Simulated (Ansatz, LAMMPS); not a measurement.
# Amorphous 94SiO2-6TiO2 (mol %) (96 atoms): geometry optimisation, part 2 of 3

How does amorphous 94SiO2-6TiO2 (mol %) (96 atoms) relax, and what do bonds, charges and levels look like afterwards?

Ansatz 0.2.0; Kohn-Sham DFT, PBE, PAW (set soft_2), plane waves.

The cell: 30 Si, 2 Ti and 64 O. The quench rate of 50 K/ps is orders of magnitude faster than experiment. The network of bonds at the start is that of the classical potential that made the cell. Only the Γ point is sampled in the main run, in a cell whose shortest periodic width is 11 Å.

So far. Step 4 (Cell and atoms relaxed): The relaxation changed the energy by -51.4 meV/atom, and atoms moved by 0.22 Å r.m.s., 0.70 Å at most.

## 6. Single point at the relaxed geometry

The electronic structure is read at the final geometry, in a run of its own.

Contents of input.yaml:

```yaml
crystal:
  lattice:
    - [10.96781, -0.24258, -0.17988]
    - [-0.24258, 10.85723, -0.04415]
    - [-0.17988, -0.04415, 11.23393]
  atoms:
    - { symbol: Si, position: [0.99362, 0.32646, 0.28297] }
    - { symbol: Si, position: [0.88414, 0.54165, 0.40921] }
    - { symbol: Si, position: [0.0277, 0.8658, 0.57677] }
    - { symbol: Si, position: [0.51326, 0.72662, 0.57381] }
    - { symbol: Si, position: [0.20465, 0.11681, 0.98903] }
    - { symbol: Si, position: [0.06834, 0.07119, 0.77014] }
    - { symbol: Si, position: [0.28729, 0.57948, 0.21982] }
    - { symbol: Si, position: [0.90181, 0.69675, 0.9513] }
    - { symbol: Si, position: [0.37361, 0.18387, 0.48512] }
    - { symbol: Si, position: [0.5892, 0.09295, 0.65388] }
    - { symbol: Si, position: [0.06019, 0.36264, 0.02045] }
    - { symbol: Si, position: [0.46614, 0.22754, 0.04148] }
    - { symbol: Si, position: [0.12675, 0.58031, 0.85236] }
    - { symbol: Si, position: [0.44461, 0.50264, 0.0125] }
    - { symbol: Si, position: [0.22919, 0.40812, 0.42393] }
    - { symbol: Si, position: [0.18636, 0.99034, 0.37913] }
    - { symbol: Si, position: [0.62544, 0.48817, 0.50157] }
    - { symbol: Si, position: [0.57563, 0.99156, 0.90727] }
    - { symbol: Si, position: [0.93535, 0.24855, 0.62441] }
    - { symbol: Si, position: [0.01793, 0.69258, 0.2113] }
    - { symbol: Si, position: [0.72489, 0.34542, 0.73342] }
    - { symbol: Si, position: [0.78503, 0.35127, 0.00325] }
    - { symbol: Si, position: [0.87291, 0.97878, 0.94866] }
    - { symbol: Si, position: [0.77712, 0.15976, 0.20616] }
    - { symbol: Si, position: [0.55812, 0.26937, 0.31153] }
    - { symbol: Si, position: [0.73687, 0.88667, 0.53448] }
    - { symbol: Si, position: [0.0565, 0.9778, 0.1519] }
    - { symbol: Si, position: [0.41066, 0.82414, 0.33017] }
    - { symbol: Si, position: [0.67568, 0.8849, 0.25824] }
    - { symbol: Si, position: [0.09263, 0.58142, 0.58746] }
    - { symbol: Ti, position: [0.39739, 0.7352, 0.8498] }
    - { symbol: Ti, position: [0.71149, 0.61782, 0.09316] }
    - { symbol: O, position: [0.55622, 0.56325, 0.0953] }
    - { symbol: O, position: [0.89269, 0.41865, 0.33013] }
    - { symbol: O, position: [0.15987, 0.98786, 0.05107] }
    - { symbol: O, position: [0.92453, 0.35458, 0.96] }
    - { symbol: O, position: [0.66176, 0.43375, 0.63406] }
    - { symbol: O, position: [0.29809, 0.46172, 0.30793] }
    - { symbol: O, position: [0.05509, 0.19709, 0.69151] }
    - { symbol: O, position: [0.11353, 0.05605, 0.26792] }
    - { symbol: O, position: [0.87889, 0.87063, 0.5789] }
    - { symbol: O, position: [0.92132, 0.84155, 0.92749] }
    - { symbol: O, position: [0.25589, 0.08842, 0.47067] }
    - { symbol: O, position: [0.95986, 0.52739, 0.53572] }
    - { symbol: O, position: [0.23182, 0.69281, 0.87138] }
    - { symbol: O, position: [0.1492, 0.63027, 0.21218] }
    - { symbol: O, position: [0.11465, 0.22794, 0.0086] }
    - { symbol: O, position: [0.45395, 0.35859, 0.969] }
    - { symbol: O, position: [0.71331, 0.76514, 0.18075] }
    - { symbol: O, position: [0.44915, 0.58725, 0.89241] }
    - { symbol: O, position: [0.73111, 0.01381, 0.20312] }
    - { symbol: O, position: [0.65356, 0.77978, 0.60018] }
    - { symbol: O, position: [0.75478, 0.2207, 0.0725] }
    - { symbol: O, position: [0.93038, 0.01978, 0.08173] }
    - { symbol: O, position: [0.75609, 0.65757, 0.94164] }
    - { symbol: O, position: [0.67366, 0.20618, 0.70835] }
    - { symbol: O, position: [0.38032, 0.69138, 0.26562] }
    - { symbol: O, position: [0.12982, 0.52537, 0.71668] }
    - { symbol: O, position: [0.70717, 0.37242, 0.87586] }
    - { symbol: O, position: [0.93496, 0.65404, 0.09043] }
    - { symbol: O, position: [0.10745, 0.32367, 0.38139] }
    - { symbol: O, position: [0.55049, 0.00698, 0.76452] }
    - { symbol: O, position: [0.51362, 0.28127, 0.1718] }
    - { symbol: O, position: [0.0534, 0.38898, 0.16323] }
    - { symbol: O, position: [0.08303, 0.91446, 0.4529] }
    - { symbol: O, position: [0.56905, 0.38989, 0.40103] }
    - { symbol: O, position: [0.88847, 0.20566, 0.50101] }
    - { symbol: O, position: [0.74279, 0.56091, 0.44179] }
    - { symbol: O, position: [0.52603, 0.89112, 0.26385] }
    - { symbol: O, position: [0.94273, 0.06224, 0.84759] }
    - { symbol: O, position: [0.33329, 0.15899, 0.05076] }
    - { symbol: O, position: [0.31961, 0.32147, 0.50215] }
    - { symbol: O, position: [0.081, 0.9504, 0.68798] }
    - { symbol: O, position: [0.13866, 0.46653, 0.94637] }
    - { symbol: O, position: [0.54174, 0.1197, 0.97678] }
    - { symbol: O, position: [0.32523, 0.52842, 0.0902] }
    - { symbol: O, position: [0.6931, 0.218, 0.30752] }
    - { symbol: O, position: [0.76702, 0.4596, 0.1006] }
    [... 12 atom lines left out ...]
    - { symbol: O, position: [0.44611, 0.80725, 0.47136] }
    - { symbol: O, position: [0.72436, 0.97769, 0.93427] }
    - { symbol: O, position: [0.67482, 0.01709, 0.5656] }
    - { symbol: O, position: [0.43367, 0.73745, 0.69431] }
    - { symbol: O, position: [0.8728, 0.34539, 0.71062] }
    - { symbol: O, position: [0.03686, 0.83988, 0.20276] }
kpoints:
  mp_grid: { grid: [1, 1, 1] }
hamiltonian:
  xc: pbe
scf:
  occupations: { method: fermi_dirac, width: 0.025 }
output:
  forces: true
  stress: true
  populations: true
  dos:
    method: { smearing: { sigma: 0.08 } }
    de: 0.05
    projected: { site_lists: { O: [O], Si: [Si], Ti: [Ti] } }
  eigenvalues: true
  write_density: true
  write_potential: true
  volumetric_format: npy
```

On the command line:

```sh
ansatz run input.yaml --threads 4 --pin off --max-ram 8192MiB --backend cpu --events-out ev --progress --plain --runs-dir out
```

The job ended after 25 s (4 threads of Arm Neoverse V1, shared host; peak memory 1.7 GiB; 94 s of CPU time).

The program notes that the exchange-correlation potential is rough where the density is thin.

The run gave:

* free energy: -60489.8490 eV
* free energy per atom: -630.1026 eV/atom
* SCF cycles: 11
* pressure: 0.01848 GPa
* r.m.s. force component: 0.0055 eV/Å
* longest force: 0.02372 eV/Å
* Fermi energy: 4.207 eV
* gap (highest filled to lowest empty level): 3.006 eV
* spilling of the projection: 0.01273

Löwdin charges by element and coordination (they lack the spilled electrons, 0.070 e an atom on average):

| element | coordination | atoms | mean charge (e) | spread | least | most |
| --- | --- | --- | --- | --- | --- | --- |
| O | all | 64 | -0.772 | 0.0323 | -0.806 | -0.648 |
| O | 1 | 1 | -0.755 | 0 | -0.755 | -0.755 |
| O | 2 | 62 | -0.772 | 0.0327 | -0.806 | -0.648 |
| O | 3 | 1 | -0.794 | 0 | -0.794 | -0.794 |
| Si | all | 30 | 1.77 | 0.028 | 1.65 | 1.80 |
| Si | 3 | 1 | 1.65 | 0 | 1.65 | 1.65 |
| Si | 4 | 29 | 1.78 | 0.0171 | 1.73 | 1.80 |
| Ti | all | 2 | 1.45 | 0.0236 | 1.42 | 1.47 |
| Ti | 4 | 1 | 1.47 | 0 | 1.47 | 1.47 |
| Ti | 5 | 1 | 1.42 | 0 | 1.42 | 1.42 |

Density of states as counts of states in windows of 1 eV (from the Fermi level), total and the larger projections:

| from (eV) | to (eV) | total | O p | Si p | Ti d |
| --- | --- | --- | --- | --- | --- |
| -10 | -9 | 16.3 | 11.2 | 1.4 | 0.0 |
| -9 | -8 | 20.8 | 15.1 | 2.9 | 0.1 |
| -8 | -7 | 49.2 | 38.1 | 9.9 | 0.1 |
| -7 | -6 | 20.0 | 15.1 | 2.4 | 1.2 |
| -6 | -5 | 44.1 | 36.7 | 3.9 | 0.5 |
| -5 | -4 | 74.2 | 66.8 | 3.0 | 1.2 |
| -4 | -3 | 81.5 | 76.2 | 2.0 | 0.8 |
| -3 | -2 | 52.2 | 50.4 | 0.6 | 0.2 |
| -2 | -1 | 3.6 | 3.3 | 0.2 | 0.0 |
| -1 | 1 | 0.0 | 0.0 | 0.0 | 0.0 |
| 1 | 2 | 6.0 | 0.9 | 0.1 | 4.7 |
| 2 | 3 | 11.6 | 1.7 | 0.3 | 7.0 |
| 3 | 4 | 6.3 | 1.0 | 0.6 | 2.7 |
| 4 | 5 | 9.5 | 1.2 | 3.0 | 0.2 |

Between -26 and -10 eV lie 150 more states.

The levels nearest the highest filled one (over half full), pooled over k-points and spins:

| level less the highest filled one (eV) | occupation |
| --- | --- |
| -0.909 | 2 |
| -0.816 | 2 |
| -0.766 | 2 |
| -0.703 | 2 |
| -0.438 | 2 |
| 0 | 2 |
| 3.01 | 0 |
| 3.11 | 0 |
| 3.25 | 0 |
| 3.64 | 0 |
| 3.75 | 0 |
| 3.83 | 0 |

Valence density in the bc plane at fractional x = 0.380, with atoms of Si and Ti and O within 0.2 Å of it. It is the smooth field of the valence electrons, not physical close to the nuclei.

Values in e/Å³, 13 rows by 16 columns, each cell a mean:
```
0.0 0.1 0.2 0.2 0.2 0.5 0.4 0.2 0.3 0.4 0.2 0.2 0.2 0.1 0.1 0.0
0.0 0.0 0.0 0.0 0.0 0.1 0.1 0.1 0.3 0.7 0.7 5.0 4.0 0.3 0.1 0.0
0.0 0.0 0.0 0.0 0.0 0.0 0.0 0.0 0.0 0.1 0.3 3.0 2.3 0.1 0.0 0.0
0.0 0.0 0.0 0.0 0.0 0.0 0.0 0.0 0.0 0.0 0.2 1.0 0.8 0.1 0.0 0.0
0.0 0.1 0.2 0.1 0.0 0.0 0.0 0.0 0.0 0.0 0.1 0.6 0.5 0.1 0.0 0.0
0.0 0.2 0.5 0.3 0.3 0.3 0.1 0.0 0.0 0.0 0.0 0.1 0.1 0.1 0.0 0.0
0.0 0.2 0.2 0.2 0.7 1.0 0.3 0.0 0.0 0.0 0.0 0.1 0.5 0.5 0.1 0.0
0.0 0.1 0.5 0.5 0.2 0.2 0.1 0.1 0.0 0.0 0.0 0.1 0.4 0.5 0.2 0.1
0.0 0.1 0.4 0.4 0.1 0.0 0.1 0.3 0.2 0.1 0.6 1.2 0.5 0.3 0.5 0.2
0.0 0.0 0.1 0.1 0.0 0.0 0.1 0.2 0.2 0.3 2.9 4.9 0.9 0.2 0.2 0.1
0.0 0.0 0.0 0.0 0.0 0.0 0.0 0.1 0.2 0.2 0.5 0.6 0.1 0.0 0.0 0.0
0.0 0.2 0.9 0.6 0.1 0.0 0.1 0.4 1.4 0.6 0.1 0.0 0.0 0.0 0.0 0.0
0.0 0.3 1.8 1.2 0.3 0.2 0.2 0.4 0.8 0.4 0.1 0.0 0.0 0.0 0.0 0.0
```
Columns run along b (10.9 Å), rows up along c (11.2 Å). Atoms in or near the plane, at fractional coordinates: Si at (0.18, 0.49), Ti at (0.74, 0.85), O at (0.69, 0.27).

Electrostatic potential energy in the bc plane at fractional x = 0.380, with atoms of Si and Ti and O within 0.2 Å of it. With pseudopotentials it is smooth inside the atoms' cores, unlike the true potential.

Ten even steps from '_' (-33 eV) to '@' (10 eV), each cell a mean:
```
@@@@@@@@@@%%%%%%%%@@@@%%%%##**==++##%%@@@@%%%%%%%%@@@@@@@@@@@@
@@@@@@@@@@@@@@@@@@@@@@@@@@%%%%##%%%%%%%%%%**====**%%@@@@@@@@@@
@@@@@@@@@@@@@@@@@@@@@@@@@@@@@@@@@@%%##%%**::____..++%%@@@@@@@@
@@@@@@@@@@@@@@@@@@@@@@@@@@@@@@@@@@@@@@%%++________==##@@@@@@@@
@@@@@@@@@@@@@@@@@@@@@@@@@@@@@@@@@@@@@@%%**::____::**%%@@@@@@@@
@@@@@@@@@@@@@@@@@@@@@@@@@@@@@@@@@@@@@@@@%%##****##%%@@@@@@@@@@
@@@@@@@@@@@@@@@@@@@@@@@@@@@@@@@@@@@@@@@@@@%%**++%%@@@@@@@@@@@@
@@@@@@@@@@@@@@@@@@@@@@@@@@@@@@@@@@@@@@@@@@%%++++%%@@@@@@@@@@@@
@@@@@@@@@@@@@@@@@@@@@@@@@@@@@@@@@@@@@@@@@@@@%%%%@@@@@@@@@@@@@@
@@@@@@@@%%%%%%%%@@@@@@@@@@@@@@@@@@@@@@@@@@@@@@@@@@@@@@@@@@@@@@
@@@@@@%%++----++##%%@@@@@@@@@@@@@@@@@@@@@@@@@@@@@@@@@@@@@@@@@@
@@@@%%**________++****%%@@@@@@@@@@@@@@@@@@@@@@@@@@@@@@@@@@@@@@
@@@@%%++________++####@@@@@@@@@@@@@@@@@@@@@@@@@@%%##@@@@@@@@@@
@@@@%%##==..::==##%%@@@@@@@@@@@@@@@@@@@@@@@@@@%%%%##%%%%@@@@@@
@@@@@@%%%%####%%%%@@@@@@@@@@@@@@@@@@@@@@@@@@%%##==::--**%%@@@@
@@@@@@@@@@%%@@@@@@@@@@@@@@@@@@@@@@@@@@@@@@%%%%++______::**%%@@
@@@@@@@@@@@@@@@@@@@@@@@@@@@@@@@@@@@@%%%%==....--..____--##%%@@
@@@@@@@@@@@@@@@@@@@@@@@@@@@@@@@@%%####**______--++====**%%@@@@
@@@@@@@@@@@@@@@@@@@@@@@@@@@@@@@@%%######==::--##%%%%%%%%@@@@@@
@@@@@@@@@@@@@@@@@@@@@@@@@@@@@@@@%%%%##%%%%@@@@@@@@@@@@@@@@@@@@
@@@@@@@@@@@@@@@@@@@@@@@@@@@@@@%%##%%%%@@@@@@@@@@@@@@@@@@@@@@@@
@@@@@@@@##**####%%%%@@@@@@@@%%**--++%%@@@@@@@@@@@@@@@@@@@@@@@@
@@@@@@%%--..--**##%%@@@@@@%%**====**%%@@@@@@@@@@@@@@@@@@@@@@@@
@@@@@@@@**++****##%%@@@@%%##==::--**%%@@@@@@@@@@@@@@@@@@@@@@@@
```
Columns run along b (10.9 Å; values clipped at the 3rd and 97th percentile), rows up along c (11.2 Å). Atoms in or near the plane, at fractional coordinates: Si at (0.18, 0.49), Ti at (0.74, 0.85), O at (0.69, 0.27).

Mean Löwdin charges: O -0.77, Si +1.77, Ti +1.45 e (they miss 1.3 % of the electrons, so they add up to more than the cell's charge). The largest share in the top eV of filled states is O p (97 % of the projected weight), and in the lowest eV of empty states Ti d (78 % of the projected weight).

A closer look about Ti32, one of the 2 Ti atoms: 10 atoms, nearest first, numbered in the order of the input, with positions taken from that point.

| atom | x | y | z | distance (Å) | bonds | Löwdin charge (e) |
| --- | --- | --- | --- | --- | --- | --- |
| Ti32 | 0.00 | 0.00 | 0.00 | 0.00 | 5 | 1.42 |
| O33 | -1.69 | -0.55 | 0.05 | 1.78 | 2 | -0.65 |
| O55 | 0.51 | 0.43 | -1.71 | 1.84 | 2 | -0.67 |
| O78 | 0.65 | -1.73 | 0.08 | 1.85 | 2 | -0.72 |
| O49 | -0.03 | 1.60 | 0.98 | 1.87 | 2 | -0.75 |
| O60 | 2.44 | 0.34 | -0.07 | 2.47 | 3 | -0.79 |
| Si8 | 2.09 | 0.82 | -1.63 | 2.78 | 4 | 1.75 |
| Si22 | 0.89 | -2.91 | -1.01 | 3.20 | 4 | 1.73 |
| Si14 | -2.88 | -1.18 | -0.85 | 3.23 | 4 | 1.74 |
| Si29 | -0.49 | 2.90 | 1.85 | 3.47 | 4 | 1.76 |

The column of bonds counts only the pairs O-Si within 2.08 Å, O-Ti within 2.64 Å; other neighbours, such as metal atoms beside each other in a compound, aren't counted, and periodic images can show an atom twice.

## 7. K-mesh 2×2×2

Large cells are often run on few k-points; this run checks whether the reference had enough.

input.yaml: that of step 6 with these lines changed.

```diff
@@ -8,3 +8,3 @@
 kpoints:
-  mp_grid: { grid: [1, 1, 1] }
+  mp_grid: { grid: [2, 2, 2] }
 hamiltonian:
@@ -22,4 +22 @@
   eigenvalues: true
-  write_density: true
-  write_potential: true
-  volumetric_format: npy
```

Elapsed: 3.8 min, on 4 threads; peak memory 6.2 GiB.

The program notes that it cut back its work space to fit the memory limit.

Geometry and reference: those of the single point at the relaxed geometry.

Forces differ from those of the single point at the relaxed geometry by 2.2 meV/Å r.m.s.; the energy by -0.31 meV/atom. It took 3.8 min and 11 cycles; the reference's time can't be set against it, since the two runs asked for unlike analyses.

## 8. Functional HSE06

HSE06 mixes in a quarter of exact exchange at short range, which counters self-interaction, at a higher cost.

This step: Kohn-Sham DFT, HSE06, PAW (set soft_2), plane waves (Ansatz 0.2.0).

input.yaml: that of step 7 with these lines changed.

```diff
@@ -8,5 +8,5 @@
 kpoints:
-  mp_grid: { grid: [2, 2, 2] }
+  mp_grid: { grid: [1, 1, 1] }
 hamiltonian:
-  xc: pbe
+  xc: hse06
 scf:
```

The job ended after 5.8 min (4 threads; peak memory 3.9 GiB).

The program notes that the exchange threshold is loose for the stress and the SCF threshold is loose for the stress.

Geometry and reference: those of the single point at the relaxed geometry.

Forces differ from those of the single point at the relaxed geometry by 189 meV/Å r.m.s.; the pressure by -5.0 GPa and the gap by +1.8 eV. It took 5.8 min and 19 cycles; the reference's time can't be set against it, since the two runs asked for unlike analyses.

Numbers from this run:

```
free energy                                      : -60497.3048 eV
free energy per atom                             : -630.1803 eV/atom
SCF cycles                                       : 19
pressure                                         : -4.993 GPa
r.m.s. force component                           : 0.1871 eV/Å
longest force                                    : 0.9996 eV/Å
Fermi energy                                     : 3.847 eV
gap (highest filled to lowest empty level) : 4.756 eV
spilling of the projection                       : 0.01296
```

Length of the force by element and coordination:

| element | coordination | atoms | mean length of the force (eV/Å) | spread | least | most |
| --- | --- | --- | --- | --- | --- | --- |
| O | all | 64 | 0.356 | 0.154 | 0.0644 | 1.000 |
| O | 1 | 1 | 1.000 | 0 | 1.000 | 1.000 |
| O | 2 | 62 | 0.347 | 0.132 | 0.0644 | 0.725 |
| O | 3 | 1 | 0.265 | 0 | 0.265 | 0.265 |
| Si | all | 30 | 0.0769 | 0.0372 | 0.015 | 0.202 |
| Si | 3 | 1 | 0.202 | 0 | 0.202 | 0.202 |
| Si | 4 | 29 | 0.0726 | 0.0296 | 0.015 | 0.138 |
| Ti | all | 2 | 0.357 | 0.0244 | 0.333 | 0.382 |
| Ti | 4 | 1 | 0.382 | 0 | 0.382 | 0.382 |
| Ti | 5 | 1 | 0.333 | 0 | 0.333 | 0.333 |

[end of part 2 of 3]

[Logs are printed without paths, hosts, clocks, repeated set-up lines and the standing remarks that a program may print on its own settings, such as how far it seeks lower states.]

[Hosts, paths, dates, database ids (printed as entryN), source tags and the programs' standing remarks are cut or masked in the printed files.]
